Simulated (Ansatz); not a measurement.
In doubt: masses and optical values from hybrid runs of this build are listed as unsure, which bears on the screening that GW takes from such a start.

Rows from a G0W0 calculation on InGaAs2 (zincblende [001] superlattice) (P-4m2) (Ansatz 0.2.0; G0W0 on HSE06, plane waves, PAW; 4×4×2 mesh, 344 empty bands, screening to 84 eV), in eV. Spin-orbit coupling is left out.

The structure was built from a prototype and need not be the compound's stable phase.

| row | k | band | start | Σx | Σc at the solution | Vxc |
| --- | --- | --- | --- | --- | --- | --- |
| A | Γ | v1 | 7.923 | -16.791 | 1.261 | -15.504 |
| B | Γ | c2 | 9.834 | -6.585 | -3.619 | -10.089 |
| C | Γ | c1 | 8.865 | -10.924 | -3.453 | -14.593 |
| D | Γ | v2 | 7.922 | -16.790 | 1.261 | -15.504 |

Question: Work out each quasiparticle level and how far it moved.

The quasiparticle equation reads E = start + Σx + Σc(E) − Vxc.

| row | E (eV) | shift (eV) |
| --- | --- | --- |
| A | 7.897 | −0.026 |
| B | 9.719 | −0.115 |
| C | 9.081 | +0.216 |
| D | 7.896 | −0.026 |

The gap over the computed points goes from 0.94 eV to 1.18 eV.

Limits: not at the basis limit; no spin-orbit coupling; coarse k mesh.

[Runs of the session that timed out or met a known fault of the program may be left out.]

[Cells called generated may have been cut or substituted from an entry of the Crystallography Open Database or the Materials Project.]

[Hosts, paths, dates, database ids (printed as entryN), source tags and the programs' standing remarks are cut or masked in the printed files.]
